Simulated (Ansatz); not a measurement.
# LaCr, from a guessed structure to a relaxed one, part 2 of 2

Starting from a made-up structure for LaCr, the aim is the relaxed cell, its shortest contacts and, where a second run follows, its electronic structure.

Ansatz 0.2.0; DFT, PBEsol, plane-wave PAW, files of the set soft_1, scalar-relativistic, ferromagnetic start, cell and ions relaxed at zero pressure; PAW set soft_1 (the session's first sound run).

So far: The starting structure; Relaxing cell and atoms. The relaxed cell has a = 3.654 Å (conventional setting).

### 3. Electronic structure of the relaxed cell

A second self-consistent run takes a narrower smearing and the mesh shown in its input; the bands follow along the standard path of the relaxed lattice.

This step: DFT, PBEsol, plane-wave PAW, files of the set soft_1, scalar-relativistic, ferromagnetic start, bands and density of states at the relaxed cell; PAW set soft_1 (Ansatz 0.2.0).

input.yaml reads:

```yaml
crystal:
  lattice:
    - [3.6535191864, 0.0, 0.0]
    - [0.0, 3.6535191864, 0.0]
    - [0.0, 0.0, 3.6535191864]
  atoms:
    - { symbol: La, position: [0.0, 0.0, 0.0] }
    - { symbol: Cr, position: [0.5, 0.5, 0.5], spin: 3.4 }
magnetization:
  spin_polarized: true
kpoints:
  mp_grid: { grid: [8, 8, 8] }
  band_path:
    path:
      - [[0.0, 0.0, 0.0], [0.0, 0.5, 0.0], [0.5, 0.5, 0.0], [0.0, 0.0, 0.0], [0.5, 0.5, 0.5], [0.0, 0.5, 0.0]]
      - [[0.5, 0.5, 0.0], [0.5, 0.5, 0.5]]
    npoints: 13
scf:
  occupations: { method: fermi_dirac, width: 0.03 }
  n_extra_bands: 8
hamiltonian:
  xc: pbesol
  pseudopotentials: { kind: paw, azcp: { folder: soft_1 }, xc_functional: pbe }
output:
  forces: true
  stress: true
  write_bands: true
  dos: { projected: true }
  write_density: true
  write_potential: true
  elf: true
  volumetric_format: npy
```

Launch:

```sh
$ ansatz run input.yaml --threads 4 --pin off --max-ram 8192MiB --backend cpu --events-out ev --progress --plain --runs-dir out
```

Numbers of over 12 decimals in the logs are rounded to 6 here.

Log:

```text
La: projections on atomic orbitals take those of the free atom [Kr 4d10] 4f0 5s2 5p6 5d1 6s2, of charge +0.00 (hamiltonian.pseudopotentials.projection_atoms); the dataset's partial waves leave at most 1.9e-5 of an orbital's norm unspanned inside its sphere
[...]
Crystal: 2 atoms, lattice volume = 48.768 Å³
Basis set: ecut = 420 eV, 949 PW (Γ), exchange–correlation on 50×50×50 points (8 copies of the dense FFT grid, shifted against one another)
Bands: 21, of which v1, the nominal top of the filled ones, is band 13 counted from 1 (12 counted from 0)
Symmetry: 48 space group operations
[...]
k-points: 35 of 512
[...]
Starting moments: Σ|m| = 3.4 μB on 1 of 2 sites
[...]
SCF iter   1: F=—  HF=-9508.863625 eV  |F-HF|=—  |Δ(HF+E_count)|=         —  Δρ=7.97e-2 (↑7.97e-2 ↓4.83e-2)  dr2=1.02e1  dr2_m=1.38e-1  M=3.149 μB ∫|m|=3.292 μB  β_m=0.30  ethr=3.10e-3  ⟨swp⟩=3.4  Hψ=5526  notcnv=0
[...]
SCF iter  11: F=-9509.370673 eV  HF=-9509.370673 eV  |F-HF|=8.64e-10  |Δ(HF+E_count)|=   1.35e-9  Δρ=1.06e-6 (↑1.06e-6 ↓2.22e-7)  dr2=9.70e-10  dr2_m=8.76e-11  M=3.478 μB ∫|m|=3.788 μB  ethr=1.53e-11  ⟨swp⟩=9.9  Hψ=8839  notcnv=0
SCF 1 converged in 11 iterations: F = -9509.370673 eV  dr2 = 9.70e-10
[...]
NSCF: frozen V_eff on 80 k-points
SCF converged after 11 iterations
Magnetization: 3.4780 μB (14.2390 up, 10.7610 down)
Absolute magnetization: 3.7889 μB (∫|ρ↑−ρ↓|, with the PAW one-centre terms)
[...]
Per-site moments (μB) at R_I (Å): [(-0.058248, 1.305167), (3.458891, 1.305167)]
Free energy (F): -9509.370673 eV
[...]
Internal energy: -9509.365030 eV  (E = F + TS)
E sigma→0 (E₀):  -9509.367851 eV
Entropy (-TS):   -0.005643 eV (-2.822 meV/atom)
Fermi energy:    12.652601 eV
[...]
--- Stress (GPa, compression-positive) ---
        0.097014       0.000000       0.000000
        0.000000       0.097014       0.000000
        0.000000       0.000000       0.097014
  P = ⅓ Tr σ = 0.0970 GPa (0.970 kbar)
--- Band table (eV; the first three rows and the last of 70) ---
  k-point 0 ↑: bands = [... 9 lower, 9.9658, 9.9658, 11.5211, 11.5211, 11.5211, 14.2936, 14.2936, 15.0839, ... 4 higher]
  k-point 1 ↑: bands = [... 9 lower, 10.0611, 10.1689, 11.5094, 11.5094, 11.5354, 14.1239, 14.3827, 14.9748, ... 4 higher]
  k-point 2 ↑: bands = [... 9 lower, 10.3243, 10.6430, 11.4936, 11.4936, 11.5701, 13.7068, 14.2591, 14.8550, ... 4 higher]
  k-point 34 ↓: bands = [... 9 lower, 11.3257, 11.3257, 14.2327, 14.2327, 14.2327, 14.2552, 15.1178, 15.1178, ... 4 higher]
```

The job ended after 2.9 s (4 threads of Intel Xeon Platinum 8375C at 2.90GHz (Ice Lake), shared host; peak memory 0.43 GiB; 8.8 s of CPU time).

This step gave:

| Quantity | Value |
| --- | --- |
| free energy | -9509.3707 eV |
| energy at zero smearing | -9509.3679 eV |
| smearing term TS | 0.005643 eV |
| Fermi energy | 12.65 eV |
| magnetization | 3.478 μB |
| absolute magnetization | 3.789 μB |
| site moments | -0.05825, 3.459 μB |
| pressure | 0.09701 GPa |

From bands.tsv, the bands that come nearest the Fermi level along the path, at its corners, in eV from the Fermi level:

```tsv
point	band_12_up	band_13_up	band_14_up	band_15_up	band_9_dn	band_10_dn	band_11_dn	band_12_dn
Γ	-1.13	-1.13	1.64	1.64	-1.80	-1.80	1.66	1.66
X	-1.14	-1.03	0.07	0.34	-0.53	0.02	0.10	1.44
M	-0.35	-0.10	1.45	1.45	-1.01	0.34	0.34	1.70
Γ	-1.13	-1.13	1.64	1.64	-1.80	-1.80	1.66	1.66
R	-1.18	-1.18	-0.32	-0.32	-1.33	-1.33	1.58	1.58
X	-1.14	-1.03	0.07	0.34	-0.53	0.02	0.10	1.44
M	-0.35	-0.10	1.45	1.45	-1.01	0.34	0.34	1.70
R	-1.18	-1.18	-0.32	-0.32	-1.33	-1.33	1.58	1.58
```

Site moment by atom:

```csv
atom,site moment (μB)
La1,-0.06
Cr2,3.46
```

Spin density in the ac plane at fractional y = 0.000, with atoms of La within 0.2 Å of it.

Ten even steps from '0' (-2.09 × 1e-2 e/Å³) to '9' (2.16 × 1e-2 e/Å³), each cell a mean:
```
98730001001478
87421111111357
54322233322234
01123344433211
00134444443210
00234455544310
01234455544311
01234455544310
00134444443210
00123444443210
33222333332223
86421122211347
98630011001478
99830000000589
```
Columns run along a (3.7 Å), rows up along c (3.7 Å). Atoms in or near the plane, at fractional coordinates: La at (0.00, 0.00).

ELF in the ac plane at fractional y = 0.000, with atoms of La within 0.2 Å of it. It is the smooth field of the valence electrons, not physical close to the nuclei.

Ten even steps from '_' (0.04) to '@' (0.80), each cell a mean:
```
..==%%@@##::____..--%%@@##--
**%%@@@@++::......::**@@@@##
@@@@@@##--..::::::::==%%@@@@
%%##**--::::====--::::==**%%
----::::::==++**++--::::::--
......::==++####**++--::....
____..--++**######**==::..__
____..::==**######++==::..__
::::....::==****++==::..::::
####++--::::==++==::::--++##
@@@@@@**--..::--::::--##@@@@
##@@@@@@++........::**@@@@%%
::++@@@@##::____..--##@@%%==
__::##@@##::____..--%%@@**..
```
Columns run along a (3.7 Å), rows up along c (3.7 Å). Atoms in or near the plane, at fractional coordinates: La at (0.00, 0.00).

Electrostatic potential energy in the ac plane at fractional y = 0.000, with atoms of La within 0.2 Å of it. With pseudopotentials it is smooth inside the atoms' cores, unlike the true potential.

Ten even steps from '0' (-28 eV) to '9' (16 eV), each cell a mean:
```
52025889875003
00036899986200
01367899987520
45678999998765
77889999999887
88999999999998
99999999999999
89999999999998
78899999999888
56788999998765
12468999987632
00047899986300
41026899875102
74015789874005
```
Columns run along a (3.7 Å; values clipped at the 3rd and 97th percentile), rows up along c (3.7 Å). Atoms in or near the plane, at fractional coordinates: La at (0.00, 0.00).

### 4. Summary of results

| Property | Result |
| --- | --- |
| space group, relaxed | Pm-3m |
| conventional cell | a = 3.654, b = 3.654, c = 3.654 Å; α = 90.0°, β = 90.0°, γ = 90.0° |
| volume per atom | 24.38 Å³ (guess 21.09) |
| total moment | 3.45 μB in the cell of 2 atoms |

What this shows: LaCr relaxes to Pm-3m with a = 3.654, b = 3.654 and c = 3.654 Å. The guessed volume was 14 % too small. The space group Pm-3m was held in the relaxation, so the end point is a stationary structure within it and may be a saddle against distortions or other arrangements. The input starts from parallel moments, and no other start was typed. Bands cross the Fermi level, so it is a metal or semimetal at this level. On the 8×8×8 mesh with the narrower smearing (relaxed on 8×8×8) the forces vanish, as symmetry may demand, and the largest stress component is 0.097 GPa, against the relaxation's thresholds of 0.015 eV/Å and 0.05 GPa. The cutoff wasn't tested. Spin-orbit coupling is left out, which can matter for elements this heavy. No dispersion term is used, so weakly bound directions may come out too long. Nothing here tests whether the compound is stable against decomposition.

[Logs are printed without paths, hosts, clocks, repeated set-up lines and the standing remarks that a program may print on its own settings, such as how far it seeks lower states.]

[Hosts, paths, dates, database ids (printed as entryN), source tags and the programs' standing remarks are cut or masked in the printed files.]
